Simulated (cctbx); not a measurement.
# PrNiW with cctbx, script by script

Library: cctbx 2025.11. The data are simulated by the first script.

## 1. Simulate the data

run.py:

```python
from cctbx import adptbx, crystal, miller, sgtbx, xray
from cctbx.array_family import flex
from iotbx.shelx import hklf
from scitbx import matrix
import scitbx.random

cs = crystal.symmetry(unit_cell=(7.195, 7.195, 3.93, 90, 90, 120), space_group_symbol='Hall: P -6 -2')  # P-62m
atoms = [  # label, site, U (iso, or U11 U22 U33 U12 U13 U23 in A^2), occupancy
    ("W1", (0.2569, 0, 0.5), 0.0108, 1),
    ("Pr1", (0.5776, 0, 0), 0.0117, 1),
    ("Ni1", (1/3, 2/3, 0.5), 0.0153, 1),
    ("Ni2", (0, 0, 0), 0.0150, 1),
]
xs = xray.structure(crystal_symmetry=cs)
for label, site, u, occ in atoms:
    u = adptbx.u_cif_as_u_star(cs.unit_cell(), u) if isinstance(u, tuple) else u
    xs.add_scatterer(xray.scatterer(label, site=site, u=u, occupancy=occ))
xs.set_inelastic_form_factors(0.7749, "sasaki")
xs.show_summary()
p1 = xs.expand_to_p1()
ms = miller.build_set(p1, anomalous_flag=True, d_min=0.65)
flex.set_random_seed(964422)
scitbx.random.set_random_seed(964422)
ms = ms.select(flex.random_double(ms.size()) < 0.7)
i = ms.structure_factors_from_scatterers(p1, algorithm="direct").f_calc().as_intensity_array().data()
i = i * 40000 / flex.max(i)
sig = flex.sqrt(i + flex.pow2(0.02 * i) + 4 ** 2)
noise = scitbx.random.variate(scitbx.random.normal_distribution())(i.size())
data = ms.array(data=i + sig * noise, sigmas=sig).set_observation_type_xray_intensity()
with open("data.hkl", "w") as f:
    data.export_as_shelx_hklf(f)
print("reflections written:", data.size(), " <I/sigma> = %.1f" % flex.mean(data.data() / data.sigmas()))
for h, a, b in list(data.sort("data"))[:12]:
    print("%4d%4d%4d %9.1f %7.1f" % (h + (a, b)))
```

```console
$ python run.py
```

```text
Number of scatterers: 4
At special positions: 4
Unit cell: (7.195, 7.195, 3.93, 90, 90, 120)
Space group: P -6 2 m (No. 189)
reflections written: 1888  <I/sigma> = 25.6
   0   0  -2   39864.4   824.6
  -1   2  -1   15542.1   330.2
  -1  -1  -1   15345.8   330.2
  -1  -1   1   15245.9   330.2
   0   0   4   14878.0   305.7
  -2   1  -1   14433.8   304.1
  -2   1   1   13727.6   304.1
   2   0  -1   13619.6   286.0
  -2   2   1   13331.4   286.0
   2  -2  -1   13204.2   286.0
   0  -2   1   13179.2   286.0
  -2   2  -1   13148.8   286.0
```

Run time: 0.29 s on 1 thread of Arm Neoverse V2, with other jobs on the host, peak memory 0.07 GiB.

## 2. Refinement (right model, isotropic)

run.py:

```python
import math
from cctbx import adptbx, crystal, maptbx, sgtbx, xray
from cctbx.array_family import flex
from cctbx.xray import observations
from iotbx.shelx import hklf
from scitbx.lstbx import normal_eqns_solving
from smtbx import absolute_structure, utils
from smtbx.refinement import constraints, least_squares

cs = crystal.symmetry(unit_cell=(7.195, 7.195, 3.93, 90, 90, 120), space_group_symbol='Hall: P -6 -2')  # P-62m
atoms = [  # label, site, U (iso, or U11 U22 U33 U12 U13 U23 in A^2), occupancy
    ("W1", (0.2578, 0, 0.5), 0.0200, 1),
    ("Pr1", (0.5791, 0, 0), 0.0200, 1),
    ("Ni1", (1/3, 2/3, 0.5), 0.0200, 1),
    ("Ni2", (0, 0, 0), 0.0200, 1),
]
xs = xray.structure(crystal_symmetry=cs)
for label, site, u, occ in atoms:
    u = adptbx.u_cif_as_u_star(cs.unit_cell(), u) if isinstance(u, tuple) else u
    xs.add_scatterer(xray.scatterer(label, site=site, u=u, occupancy=occ))
xs.set_inelastic_form_factors(0.7749, "sasaki")
raw = hklf.reader(file_name="data.hkl").as_miller_arrays(crystal_symmetry=cs, anomalous=True)[0]
merged = raw.eliminate_sys_absent().merge_equivalents()
fo2 = merged.array().set_observation_type_xray_intensity()
print("Rint %.3f, %d unique reflections to %.2f A" % (merged.r_int(), fo2.size(), fo2.d_min()))
for sc in xs.scatterers():
    sc.flags.set_grad_site(True)
    sc.flags.set_grad_u_aniso(sc.flags.use_u_aniso())
    sc.flags.set_grad_u_iso(sc.flags.use_u_iso())
obs = fo2.as_xray_observations()
extra = {}
rep = constraints.reparametrisation(xs, [], utils.connectivity_table(xs), **extra)
ls = least_squares.crystallographic_ls(obs, rep, weighting_scheme=least_squares.mainstream_shelx_weighting(a=0, b=0))
print("cycle     R1     wR2    GooF  max shift (A)")
for cycle in range(8):
    ls.build_up()
    r1, wr2, goof = ls.r1_factor(cutoff_factor=2)[0], ls.wR2(), ls.goof()
    old = xs.sites_cart()
    normal_eqns_solving.levenberg_marquardt_iterations(ls, n_max_iterations=3, tau=1e-06, step_threshold=1e-7)
    big = flex.max((xs.sites_cart() - old).norms())
    print("%4d %7.4f %7.4f %7.3f %9.5f" % (cycle + 1, r1, wr2, goof, big))
    ls.build_up(objective_only=True)
    if abs(ls.wR2() - wr2) < 5e-5 and big < 5e-4:
        break
ls.build_up()
print("final R1 %.4f wR2 %.4f GooF %.3f  parameters %d  data/parameter %.1f" % (ls.r1_factor(cutoff_factor=2)[0], ls.wR2(), ls.goof(), ls.n_parameters, fo2.size() / ls.n_parameters))
cov = ls.covariance_matrix_and_annotations()
su = dict(zip(cov.annotations, (math.sqrt(max(v, 0)) for v in cov.matrix.matrix_packed_u_diagonal())))
a2 = cs.unit_cell().reciprocal_parameters()[0] ** -2
print("atom        x        y        z      Ueq    occ   su(xyz)  su(Uiso or U11)")
for sc in xs.scatterers():
    s = max(su.get(sc.label + k, 0) for k in (".x", ".y", ".z"))
    npd = "" if sc.is_positive_definite_u(cs.unit_cell()) else "  NPD"
    print("%-5s %8.5f %8.5f %8.5f %8.4f %6.3f %8.5f %7.4f%s" % ((sc.label,) + sc.site + (sc.u_iso_or_equiv(cs.unit_cell()), sc.occupancy, s, su.get(sc.label + ".uiso", su.get(sc.label + ".u11", 0) * a2), npd)))
fo = fo2.f_sq_as_f()
fc = fo.structure_factors_from_scatterers(xs, algorithm="direct").f_calc()
diff = fo.f_obs_minus_f_calc(1 / math.sqrt(ls.scale_factor()), fc).average_bijvoet_mates()
m = diff.fft_map(symmetry_flags=maptbx.use_space_group_symmetry, resolution_factor=0.25).apply_volume_scaling()
print("difference map: max %.2f min %.2f rms %.2f" % (m.statistics().max(), m.statistics().min(), m.statistics().sigma()))
peaks = m.peak_search(parameters=maptbx.peak_search_parameters(min_distance_sym_equiv=0.6, max_clusters=6)).all()
near = xs.closest_distances(peaks.sites(), distance_cutoff=4)
sps = cs.special_position_settings(min_distance_sym_equiv=0.5)
for k, (x, h) in enumerate(zip(peaks.sites(), peaks.heights())):
    ss = sps.site_symmetry(x)
    print("Q%-3d %7.4f %7.4f %7.4f %4d %7.2f  %.2f A from %s" % ((k + 1,) + tuple(t % 1 for t in ss.exact_site()) + (ss.multiplicity(), h, near.smallest_distances[k], xs.scatterers()[near.i_seqs[k]].label)))
```

```console
$ python run.py
```

```text
Rint 0.022, 282 unique reflections to 0.65 A
cycle     R1     wR2    GooF  max shift (A)
   1  0.0997  0.2131  14.525   0.01087
   2  0.0061  0.0143   0.974   0.00000
final R1 0.0061 wR2 0.0143 GooF 0.974  parameters 6  data/parameter 47.0
atom        x        y        z      Ueq    occ   su(xyz)  su(Uiso or U11)
W1     0.25686  0.00000  0.50000   0.0107  1.000  0.00002  0.0000
Pr1    0.57759  0.00000  0.00000   0.0116  1.000  0.00003  0.0000
Ni1    0.33333  0.66667  0.50000   0.0154  1.000  0.00000  0.0001
Ni2    0.00000  0.00000  0.00000   0.0148  1.000  0.00000  0.0002
difference map: max 0.55 min -0.46 rms 0.11
Q1    0.0000  0.9405  0.2384    6    0.55  1.03 A from Ni2
Q2    0.0627  0.6745  0.0000    6    0.37  0.61 A from Pr1
Q3    0.0000  0.3531  0.5000    3    0.36  0.69 A from W1
Q4    0.0736  0.7206  0.2261   12    0.36  1.26 A from Pr1
Q5    0.2228  0.5786  0.0000    6    0.35  1.60 A from Pr1
Q6    0.3333  0.6667  0.5000    2    0.35  0.00 A from Ni1
```

Time: 0.43 s.

## 3. Refinement (right model, anisotropic)

run.py, as its changes from the last script of this kind:

```diff
@@ -12,4 +12,4 @@
-    ("W1", (0.2578, 0, 0.5), 0.0200, 1),
-    ("Pr1", (0.5791, 0, 0), 0.0200, 1),
-    ("Ni1", (1/3, 2/3, 0.5), 0.0200, 1),
-    ("Ni2", (0, 0, 0), 0.0200, 1),
+    ("W1", (0.25686, 0, 0.5), 0.0107, 1),
+    ("Pr1", (0.57759, 0, 0), 0.0116, 1),
+    ("Ni1", (1/3, 2/3, 0.5), 0.0154, 1),
+    ("Ni2", (0, 0, 0), 0.0148, 1),
@@ -21,0 +22 @@
+xs.convert_to_anisotropic()
@@ -54,0 +56,4 @@
+fc = fo2.structure_factors_from_scatterers(xs, algorithm="direct").f_calc()
+absolute_structure.flack_analysis(xs, fo2.as_xray_observations()).show()
+h = absolute_structure.hooft_analysis(fo2, fc, scale_factor=ls.scale_factor())
+print("Hooft y: %.3f(%.0f)  Bijvoet pairs: %d" % (h.hooft_y, 1000 * h.sigma_y, h.n_bijvoet_pairs))
```

```console
$ python run.py
```

```text
Rint 0.022, 282 unique reflections to 0.65 A
cycle     R1     wR2    GooF  max shift (A)
   1  0.0062  0.0143   0.988   0.00001
   2  0.0061  0.0141   0.974   0.00000
final R1 0.0061 wR2 0.0141 GooF 0.974  parameters 12  data/parameter 23.5
atom        x        y        z      Ueq    occ   su(xyz)  su(Uiso or U11)
W1     0.25686  0.00000  0.50000   0.0107  1.000  0.00002  0.0001
Pr1    0.57759  0.00000  0.00000   0.0116  1.000  0.00003  0.0001
Ni1    0.33333  0.66667  0.50000   0.0154  1.000  0.00000  0.0002
Ni2    0.00000  0.00000  0.00000   0.0148  1.000  0.00000  0.0003
Flack x: 0.004(6)
Hooft y: 0.003(7)  Bijvoet pairs: 114
difference map: max 0.54 min -0.45 rms 0.11
Q1    0.0000  0.9379  0.2411    6    0.54  1.05 A from Ni2
Q2    0.0000  0.3390  0.5000    3    0.44  0.59 A from W1
Q3    0.0632  0.6682  0.0000    6    0.37  0.58 A from Pr1
Q4    0.3333  0.6667  0.5000    2    0.36  0.00 A from Ni1
Q5    0.2247  0.5765  0.0000    6    0.36  1.62 A from Pr1
Q6    0.0738  0.7194  0.2257   12    0.36  1.25 A from Pr1
```

Time: 0.42 s.

## 4. Refinement

run.py, as its changes from the last script of this kind:

```diff
@@ -12,3 +12,3 @@
-    ("W1", (0.25686, 0, 0.5), 0.0107, 1),
-    ("Pr1", (0.57759, 0, 0), 0.0116, 1),
-    ("Ni1", (1/3, 2/3, 0.5), 0.0154, 1),
+    ("W1", (0.74314, 0, 0.5), 0.0107, 1),
+    ("Pr1", (0.42241, 0, 0), 0.0116, 1),
+    ("Ni1", (2/3, 1/3, 0.5), 0.0154, 1),
@@ -36 +36 @@
-for cycle in range(8):
+for cycle in range(12):
```

```console
$ python run.py
```

```text
Rint 0.022, 282 unique reflections to 0.65 A
cycle     R1     wR2    GooF  max shift (A)
   1  0.0541  0.1343   9.257   0.00025
   2  0.0542  0.1334   9.195   0.00000
final R1 0.0542 wR2 0.1334 GooF 9.195  parameters 12  data/parameter 23.5
atom        x        y        z      Ueq    occ   su(xyz)  su(Uiso or U11)
W1     0.74317  0.00000  0.50000   0.0109  1.000  0.00020  0.0005
Pr1    0.42238  0.00000  0.00000   0.0119  1.000  0.00032  0.0007
Ni1    0.66667  0.33333  0.50000   0.0170  1.000  0.00000  0.0019
Ni2    0.00000  0.00000  0.00000   0.0145  1.000  0.00000  0.0026
Flack x: 0.972(9)
Hooft y: 1.011(7)  Bijvoet pairs: 114
difference map: max 6.05 min -1.26 rms 0.33
Q1    0.0000  0.7451  0.5000    3    6.68  0.01 A from W1
Q2    0.3333  0.6667  0.5000    2    3.00  0.00 A from Ni1
Q3    0.2594  0.5819  0.0000    6    1.33  1.63 A from Pr1
Q4    0.0000  0.9227  0.0000    3    1.15  0.56 A from Ni2
Q5    0.1093  0.7030  0.5000    6    1.10  0.96 A from W1
Q6    0.0875  0.5036  0.0000    6    1.06  0.61 A from Pr1
```

Time: 0.44 s.

This run holds a fault made on purpose: the structure inverted.

## 5. Refinement

run.py, as its changes from the last script of this kind:

```diff
@@ -12,3 +12,3 @@
-    ("W1", (0.74314, 0, 0.5), 0.0107, 1),
-    ("Pr1", (0.42241, 0, 0), 0.0116, 1),
-    ("Ni1", (2/3, 1/3, 0.5), 0.0154, 1),
+    ("W1", (0.25686, 0, 0.5), 0.0107, 1),
+    ("Pr1", (0.57759, 0, 0), 0.0116, 1),
+    ("Ni1", (1/3, 2/3, 0.5), 0.0154, 1),
@@ -24 +24 @@
-merged = raw.eliminate_sys_absent().merge_equivalents()
+merged = raw.eliminate_sys_absent().resolution_filter(d_min=1.3).merge_equivalents()
@@ -56,4 +55,0 @@
-fc = fo2.structure_factors_from_scatterers(xs, algorithm="direct").f_calc()
-absolute_structure.flack_analysis(xs, fo2.as_xray_observations()).show()
-h = absolute_structure.hooft_analysis(fo2, fc, scale_factor=ls.scale_factor())
-print("Hooft y: %.3f(%.0f)  Bijvoet pairs: %d" % (h.hooft_y, 1000 * h.sigma_y, h.n_bijvoet_pairs))
```

```console
$ python run.py
```

```text
Rint 0.019, 42 unique reflections to 1.31 A
cycle     R1     wR2    GooF  max shift (A)
   1  0.0045  0.0119   1.072   0.00198
   2  0.0037  0.0084   0.755   0.00000
final R1 0.0037 wR2 0.0084 GooF 0.755  parameters 12  data/parameter 3.5
atom        x        y        z      Ueq    occ   su(xyz)  su(Uiso or U11)
W1     0.25713  0.00000  0.50000   0.0108  1.000  0.00008  0.0004
Pr1    0.57771  0.00000  0.00000   0.0113  1.000  0.00012  0.0004
Ni1    0.33333  0.66667  0.50000   0.0160  1.000  0.00000  0.0012
Ni2    0.00000  0.00000  0.00000   0.0144  1.000  0.00000  0.0015
difference map: max 0.09 min -0.07 rms 0.03
Q1    0.0000  0.0000  0.2835    2    0.09  1.11 A from Ni2
Q2    0.0000  0.6648  0.2094    6    0.08  1.03 A from Pr1
Q3    0.3333  0.6667  0.2495    4    0.08  0.98 A from Ni1
Q4    0.0000  0.5043  0.5000    3    0.08  1.78 A from W1
Q5    0.0000  0.4167  0.5000    3    0.05  1.15 A from W1
Q6    0.0000  0.1079  0.0000    3    0.05  0.78 A from Ni2
```

Time: 0.4 s.

This run holds a fault made on purpose: data cut at low resolution.

## 6. Refinement

run.py, as its changes from the last script of this kind:

```diff
@@ -21 +21 @@
-xs.set_inelastic_form_factors(0.7749, "sasaki")
+# no anomalous dispersion
@@ -24 +24 @@
-merged = raw.eliminate_sys_absent().resolution_filter(d_min=1.3).merge_equivalents()
+merged = raw.eliminate_sys_absent().merge_equivalents()
```

```console
$ python run.py
```

```text
Rint 0.022, 282 unique reflections to 0.65 A
cycle     R1     wR2    GooF  max shift (A)
   1  0.0306  0.0716   4.935   0.00033
   2  0.0289  0.0689   4.749   0.00000
final R1 0.0289 wR2 0.0689 GooF 4.749  parameters 12  data/parameter 23.5
atom        x        y        z      Ueq    occ   su(xyz)  su(Uiso or U11)
W1     0.25684  0.00000  0.50000   0.0111  1.000  0.00010  0.0003
Pr1    0.57754  0.00000  0.00000   0.0114  1.000  0.00016  0.0003
Ni1    0.33333  0.66667  0.50000   0.0140  1.000  0.00000  0.0009
Ni2    0.00000  0.00000  0.00000   0.0129  1.000  0.00000  0.0013
difference map: max 1.40 min -0.68 rms 0.19
Q1    0.3333  0.6667  0.5000    2    1.46  0.00 A from Ni1
Q2    0.0000  0.5819  0.0000    3    1.21  0.03 A from Pr1
Q3    0.0000  0.0000  0.0000    1    0.95  0.00 A from Ni2
Q4    0.0000  0.2661  0.5000    3    0.83  0.07 A from W1
Q5    0.0000  0.9320  0.2357    6    0.52  1.05 A from Ni2
Q6    0.1123  0.3743  0.5000    6    0.50  0.83 A from W1
```

Run time: 0.45 s on 1 thread of Arm Neoverse V2, with other jobs on the host, peak memory 0.09 GiB.

This run holds a fault made on purpose: anomalous dispersion left out.

[Logs are printed without paths, hosts, clocks, repeated set-up lines and the standing remarks that a program may print on its own settings, such as how far it seeks lower states.]
